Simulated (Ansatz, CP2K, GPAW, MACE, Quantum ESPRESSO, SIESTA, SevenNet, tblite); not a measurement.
# (5,5) carbon nanotube bundle (80 atoms) in other programs, against a plane-wave reference

How near do other programs and methods come to a plane-wave reference for (5,5) carbon nanotube bundle (80 atoms)? A plane-wave run serves as the reference.

Program: Ansatz 0.2.0. Level of theory: Kohn-Sham DFT, PBE, PAW, plane waves. Results are calculated unless marked as measured.

## 1. The structure

The cell holds 80 atoms: 80 C. Its edges and angles: a = 10.081 Å, b = 10.081 Å, c = 9.721 Å, α = 90.0°, β = 90.0°, γ = 120.0°. It derives from C (graphene). Graphene sheet (a = 2.46 Å) rolled into a (5,5) tube of diameter 6.78 Å, 4 periods, hexagonal bundle with 3.3 Å between walls; minimised with a classical potential (one cell length free). Then every atom was moved at random, 0.02 Å r.m.s. a Cartesian component. The structure's axis is c.

## 2. Plane-wave reference

The PAW files are the set soft_2.

input.yaml reads:

```yaml
crystal:
  lattice:
    - [10.08135, 0.0, 0.0]
    - [-5.04067, 8.7307, 0.0]
    - [0.0, 0.0, 9.72051]
  atoms:
    - { symbol: C, position: [0.37391, 0.08025, 0.13124] }
    - { symbol: C, position: [0.38992, 0.15956, 0.00617] }
    - { symbol: C, position: [0.36849, 0.28778, 0.00402] }
    - { symbol: C, position: [0.33443, 0.33386, 0.13202] }
    [... 70 atom lines left out ...]
    - { symbol: C, position: [0.77082, 0.6176, 0.00473] }
    - { symbol: C, position: [0.8471, 0.61832, 0.87696] }
    - { symbol: C, position: [0.99981, 0.66593, 0.88432] }
    - { symbol: C, position: [0.08558, 0.71546, 0.00604] }
    - { symbol: C, position: [0.22945, 0.84172, 0.00859] }
    - { symbol: C, position: [0.28845, 0.9186, 0.88235] }
kpoints:
  mp_grid: { grid: [1, 1, 1] }
hamiltonian:
  xc: pbe
scf:
  occupations: { method: fermi_dirac, width: 0.05 }
output:
  forces: true
  eigenvalues: true
  populations: true
  stress: true
```

The run is started by

```console
$ ansatz run input.yaml --threads 8 --pin off --max-ram 15872MiB --backend cpu --events-out ev --progress --plain --runs-dir out
```

Numbers of over 12 decimals in the logs are rounded to 6 here.

The program printed:

```text
[...]
Pseudopotentials: kind: paw
Pseudopotential: C, paw, valence charge 4, recommended cutoff 420 eV (normal), C.paw.azcp
[...]
Crystal: 80 atoms, lattice volume = 855.572 Å³
Basis set: ecut = 420 eV, 16749 PW (Γ), exchange–correlation on 144×144×144 points (8 copies of the dense FFT grid, shifted against one another)
Bands: 240, of which v1, the nominal top of the filled ones, is band 160 counted from 1 (159 counted from 0)
Symmetry: 1 space group operations
Space group: P1 (ITA 1), of the structure as read, at distance tolerance 9.5e-5 Å
k-points: 1
[...]
Initial density: superposition of atomic densities (neutral atoms: chi_scale 0, normalization atom), corrected by the library's trained network
Initial wavefunctions: pseudopotential atomic-orbital guess
[...]
SCF iter   1: F=—  HF=-20058.294434 eV  |F-HF|=—  |Δ(HF+E_count)|=         —  Δρ=5.72e-3  dr2=2.36e-1  ethr=1.77e-3  ⟨swp⟩=12.0  Hψ=1349  notcnv=0  defer=45
preconditioner: auto → Resta (q_TF=auto, 2.316 Å⁻¹)  ε∞=3.3  [insulator: Δε(μ)=1.275 eV  Ē_g=15.090 eV  σ=0.050 eV  W_gap=1.00  n_scr=198 (ndim 8)  ℏωp=22.7 eV  f_vac=0.205  D(μ)=0.00/eV (n_scr^D=0)  ε∞_Penn≈3.3  vacuum switching on, ρ_ref=1.7e-2 e/Å³]
[...]
SCF iter   8: F=—  HF=-20058.339362 eV  |F-HF|=—  |Δ(HF+E_count)|=   7.85e-8  Δρ=3.46e-6  dr2=1.81e-7  ethr=4.81e-10  ⟨swp⟩=2.0  Hψ=269  notcnv=0  defer=71
SCF iter   9: F=-20058.339362 eV  HF=-20058.339362 eV  |F-HF|=4.21e-9  |Δ(HF+E_count)|=   3.74e-8  Δρ=1.09e-6  dr2=1.53e-8  ethr=3.13e-11  ⟨swp⟩=17.0  Hψ=1715  notcnv=0
SCF 1 converged in 9 iterations: F = -20058.339362 eV  dr2 = 1.53e-8
[...]
SCF converged after 9 iterations
Free energy (F): -20058.339362 eV
Harris-Foulkes:  -20058.339362 eV  (|F-HF|=4.21e-9)
Internal energy: -20058.339350 eV  (E = F + TS)
E sigma→0 (E₀):  -20058.339356 eV
Entropy (-TS):   -0.000011 eV (-0.000 meV/atom)
Fermi energy:    5.183622 eV
--- Per-component energies (eV) ---
[...]
Σ components = -20058.339362   (vs F -20058.339362, Δ=0.00e0)
--- Forces (eV/Å), atoms counted from 1 ---
  atom   1  C     -0.03782313    -0.00005456    -0.38763274
  atom   2  C      0.27725351    -0.78555121     0.39815834
  atom   3  C      0.63515613    -0.05296313     1.66882890
  atom   4  C      0.95873667    -0.51307099    -0.61705116
[...]
atom  80  C      0.19138762    -0.94946086    -0.24171134
  max |Σ_I F_I| component: 5.52e-5 eV/Å
--- Stress (GPa, compression-positive) ---
        9.473635       1.078877       0.014113
        1.078877      11.506122      -0.080234
        0.014113      -0.080234      12.367986
  P = ⅓ Tr σ = 11.1159 GPa (111.159 kbar)
--- Band table (eV) ---
  k-point 0: bands = ["-14.9842", "-14.6523", "-14.6485", "-13.9390", [... 224 levels ...], "13.4143", "13.4995", "13.5656", "13.8740", "13.9525", "13.9859", "14.0313", "14.1763", "14.2381", "14.2824", "14.3302", "14.3540"]
--- Löwdin populations: 80 sites ---
  site symbol       q [e]
     0      C      3.9632
     1      C      3.9578
     2      C      3.9625
[...]
79      C      3.9588
  spilling = 0.009944 (of n_electrons = 320.000000)
```

It took 4.8 s on 8 threads of Arm Neoverse V2, shared host; peak memory 0.95 GiB; 33 s of CPU time.

Numbers from this run:

| Item | Value |
| --- | --- |
| free energy | -20058.3394 eV |
| free energy per atom | -250.7292 eV/atom |
| SCF cycles | 9 |
| pressure | 11.12 GPa |
| r.m.s. force component | 1.372 eV/Å |
| longest force | 5.526 eV/Å |
| Fermi energy | 5.184 eV |
| spilling of the projection | 0.009944 |

Length of the force by element:

```tsv
element	coordination	atoms	mean length of the force (eV/Å)	spread	least	most
C	all	80	2.14	1.04	0.345	5.53
```

The mean of these charges, 0.040 e, is only the charge that the projection spills.

Löwdin charges by element (they lack the spilled electrons, 0.040 e an atom on average):

```tsv
element	coordination	atoms	mean charge (e)	spread	least	most
C	all	80	0.0398	0.004	0.0311	0.0512
```

The levels nearest the highest filled one (over half full), pooled over k-points and spins:

```tsv
level less the highest filled one (eV)	occupation
-1.49	2
-1.42	2
-1.36	2
-1.31	2
-0.0999	2
0	2
1.26	0
1.34	0
1.80	0
1.90	0
2.05	0
2.21	0
```

## 3. The ladder

The programs:
- CP2K 2026.2: Gaussian basis with GTH pseudopotentials and a plane-wave density; labels give functional, basis (MOLOPT sets; SR short-range, UZH the newer set with its own potentials), grid cutoff/relative cutoff and solver (OT: orbital transformation; TRS4, TC2, SIGN: linear-scaling purification with its sparsity filter), or its built-in tight binding.
- GPAW 26.7.0: PAW with atomic orbitals (LCAO), plane waves or a real-space grid of spacing h.
- MACE: machine-learned potential, published weights.
- Quantum ESPRESSO 7.5: plane waves; labels (QE) give functional, pseudopotential set and cutoffs of waves/density.
- SIESTA 5.4.2: numerical atomic orbitals, whose automatically made sets are far from complete, with PseudoDojo norm-conserving potentials that we converted to its format (checked against plane waves on the same files for H, C, O, Si, Ge and Ca alone); labels give functional, basis size, energy shift and mesh cutoff.
- SevenNet: machine-learned potential, published weights.
- tblite 0.8.0: extended tight binding, driven from Python.

All use the same cell and atoms; the electronic-structure runs use the same k-mesh, and an electronic temperature of 580 K (0.05 eV) where levels are smeared.

Differences are against the plane-wave reference, forces as r.m.s. over components; share is that over the reference's r.m.s. force, slope the least-squares factor from reference forces to these. Total energies of different programs have different zeros and aren't compared.

```tsv
run	Δ force, r.m.s. (meV/Å)	share (%)	slope	Δ pressure (GPa)	cores	CPU time	memory (GiB)
reference	-	-	-	-	8	33 s	0.95
CP2K BLYP, DZVP-MOLOPT-SR, 450/50 Ry, diagonalisation	39.4	2.87	0.998	2.45	2	4.8 min	1.8
CP2K GFN1-xTB, diagonalisation	151	11.0	0.948	-2.12	1	2.5 s	0.21
CP2K PBE+D3(BJ), DZVP-MOLOPT-SR, 450/50 Ry, diagonalisation	60.0	4.37	1.027	0.579	2	5 min	1.8
CP2K PBE, DZVP-MOLOPT-SR, 225/50 Ry, diagonalisation (coarse)	39.0	2.85	1.020	0.741	2	4.5 min	0.87
CP2K PBE, DZVP-MOLOPT-SR, 450/20 Ry, diagonalisation (coarse)	29.3	2.14	1.016	0.922	2	3.4 min	1.7
CP2K PBE, DZVP-MOLOPT-SR, 450/50 Ry, diagonalisation	30.0	2.19	1.017	0.729	2	5 min	1.8
CP2K PBE, DZVP-MOLOPT-SR, 630/50 Ry, diagonalisation	30.0	2.19	1.017	0.729	4	7.1 min	3.6
CP2K PBE, DZVP-UZH, 450/50 Ry, diagonalisation	29.2	2.13	1.018	0.770	4	6.8 min	2.5
CP2K PBE, SZV-MOLOPT-SR, 450/50 Ry, diagonalisation (coarse)	383	28.0	1.258	9.20	1	2.6 min	1.6
CP2K PBE, TZVP-UZH, 450/50 Ry, diagonalisation	26.5	1.93	1.014	0.954	4	7.7 min	2.6
CP2K PBEsol, PBE potentials, DZVP-MOLOPT-SR, 450/50 Ry, diagonalisation	47.1	3.43	1.028	0.0734	2	5 min	1.8
GPAW PBE, LCAO dzp, h 0.16 Å	149	10.8	1.079	-	2	2 min	1.4
GPAW PBE, LCAO dzp, h 0.2 Å	148	10.8	1.077	-	1	68 s	0.68
GPAW PBE, grid h 0.18 Å	8.99	0.655	1.001	-	2	4.1 min	1.5
MACE MP-0b2 small potential	484	35.3	0.808	-0.614	1	6.4 s	0.67
MACE MPA-0 medium potential	465	33.9	0.864	-0.482	1	7.8 s	1.1
QE PBE, gbrv-1.5, 40/200 Ry	8.43	0.615	1.005	-0.338	2	2.4 min	0.87
QE PBE, sssp-1.3.0-efficiency, 35/280 Ry (coarse)	8.67	0.632	1.001	-2.55	2	3 min	1.3
QE PBE, sssp-1.3.0-efficiency, 45/360 Ry	5.38	0.392	1.002	0.145	2	4.1 min	1.8
SIESTA PBE, DZ, shift 0.01 Ry, mesh 300 Ry (coarse)	280	20.4	1.169	8.62	1	49 s	0.51
SIESTA PBE, DZP, shift 0.01 Ry, mesh 300 Ry	242	17.7	1.125	7.75	2	2.4 min	1.0
SIESTA PBE, SZ, shift 0.01 Ry, mesh 300 Ry (coarse)	740	53.9	1.374	27.7	1	34 s	0.43
SIESTA PBE, SZP, shift 0.01 Ry, mesh 300 Ry (coarse)	463	33.7	1.223	17.2	1	1.8 min	0.74
SIESTA vdW-DF2, PBE potentials, DZP, shift 0.01 Ry, mesh 300 Ry	355	25.9	1.128	14.2	4	5.9 min	1.9
SevenNet 0 potential	479	34.9	0.772	-1.34	1	7.6 s	0.99
tblite GFN2-xTB	143	10.4	0.937	-4.46	1	5.7 s	0.11
tblite IPEA1-xTB	268	19.6	1.156	-5.58	1	5.5 s	0.11
```

Rows marked coarse were listed beforehand as settings not expected to be converged; some can still land near the reference.

Times of the machine-learned potentials are mostly Python's start and the loading of weights.

CPU time is summed over cores on a shared host, where runs went side by side, so it is rough. Symmetry, cutoffs, thresholds, outputs and thread counts weren't matched or tuned between programs; memory under MPI is the largest rank's times the ranks.

Runs without a result: CP2K SCC-DFTB, diagonalisation (not converged, the SCF not settling).

Within one program, basis, potentials and functional, energies share a zero. Each run against its twin at the usual cutoff or grid and solver:

```tsv
run	twin	Δ energy (meV/atom)	Δ force, r.m.s. (meV/Å)	CPU time over the twin's
CP2K PBE, DZVP-MOLOPT-SR, 225/50 Ry, diagonalisation	DZVP-MOLOPT-SR, 450/50 Ry, diagonalisation	-0.275	23.1	0.90
CP2K PBE, DZVP-MOLOPT-SR, 450/20 Ry, diagonalisation	DZVP-MOLOPT-SR, 450/50 Ry, diagonalisation	-2.29	7.46	0.68
CP2K PBE, DZVP-MOLOPT-SR, 630/50 Ry, diagonalisation	DZVP-MOLOPT-SR, 450/50 Ry, diagonalisation	0.0026	0.788	1.4 (this twin ran on 2 cores)
GPAW PBE, LCAO dzp, h 0.16 Å	LCAO dzp, h 0.2 Å	-92.8	18.0	1.7 (this twin ran on 1 cores)
QE PBE, sssp-1.3.0-efficiency, 35/280 Ry	sssp-1.3.0-efficiency, 45/360 Ry	28.1	5.92	0.72
```

## 4. Results

| Quantity | Value |
| --- | --- |
| reference r.m.s. force component | 1.37 eV/Å |
| nearest in forces | QE PBE, sssp-1.3.0-efficiency, 45/360 Ry, 0.39 % |
| farthest in forces | SIESTA PBE, SZ, shift 0.01 Ry, mesh 300 Ry (coarse), 54 % |
| cheapest electronic-structure run beside the reference | CP2K GFN1-xTB, diagonalisation, 2.5 s of CPU time |

What this shows: PBE on plane waves or a grid with other potentials, cutoffs or grids, coarse settings apart, differs from the reference by 0.39 % (QE PBE, sssp-1.3.0-efficiency, 45/360 Ry) to 0.66 % (GPAW PBE, grid h 0.18 Å) of the r.m.s. force; this holds the reference's own error, so differences of a few per cent don't tell which side is nearer the exact PBE result (QE's 40 Ry are 544 eV, against the reference's 420 eV). The PBE runs in local orbitals, coarse settings apart, differ by 1.9 % (CP2K PBE, TZVP-UZH, 450/50 Ry, diagonalisation) to 18 % (SIESTA PBE, DZP, shift 0.01 Ry, mesh 300 Ry); basis, grid and potentials can all enter. Tight binding differs by 10 % (tblite GFN2-xTB) to 20 % (tblite IPEA1-xTB); it is another model, with fitted parameters of its own, and the xTB methods hold dispersion. Machine-learned potentials differ by 34 % (MACE MPA-0 medium potential) to 35 % (MACE MP-0b2 small potential); they were trained on other programs' data. Among those trained on PBE data the slope goes as low as 0.77, which softening far from their training structures can give, though the reference's k-sampling is untested too. Rows with another functional or a dispersion term differ by 2.9 % (CP2K BLYP, DZVP-MOLOPT-SR, 450/50 Ry, diagonalisation) to 26 % (SIESTA vdW-DF2, PBE potentials, DZP, shift 0.01 Ry, mesh 300 Ry), which mixes the change of model with differences of basis and potentials, some of them made for another functional. IPEA1-xTB was fitted to ionisation energies and electron affinities, not to forces or charges. Runs with settings chosen to be coarse differ by 0.63 % (QE PBE, sssp-1.3.0-efficiency, 35/280 Ry) to 54 % (SIESTA PBE, SZ, shift 0.01 Ry, mesh 300 Ry), their programs' other errors included. Of the electronic-structure runs that take under half the reference's CPU time, tblite GFN2-xTB comes nearest, at 10 % in 5.7 s against 33 s; its pressure misses by -4.5 GPa. SIESTA PBE, SZ, shift 0.01 Ry, mesh 300 Ry stiffens the forces by a factor of 1.37 while following their directions (correlation 0.962); the slopes of the 5 SIESTA runs lie between 1.12 and 1.37. In pressure, SIESTA PBE, SZ, shift 0.01 Ry, mesh 300 Ry misses by +27.7 GPa, at the same functional. In the reference: no gap is quoted: a carbon tube of such indices can be metallic, and the k-points needn't hold the crossing of its bands. In the reference: Löwdin charges run from +0.03 to +0.05 e, about a mean that is the spilled charge alone. Periodic xTB results under one method name differ between programs and library versions. Machine-learned potentials mimic data converged in k, so the reference's own k-point error enters their differences. The reference's pressure of 11 GPa belongs to a cell and atoms that aren't relaxed at this level. The electronic-structure runs sample only Γ, in a cell whose shortest periodic width is 9 Å.

[Also dropped from logs without a mark: logging warnings of Python, and SIESTA's first energy breakdown and zero terms.]

[Logs are printed without paths, hosts, clocks, repeated set-up lines and the standing remarks that a program may print on its own settings, such as how far it seeks lower states.]

[Hosts, paths, dates, database ids (printed as entryN), source tags and the programs' standing remarks are cut or masked in the printed files.]
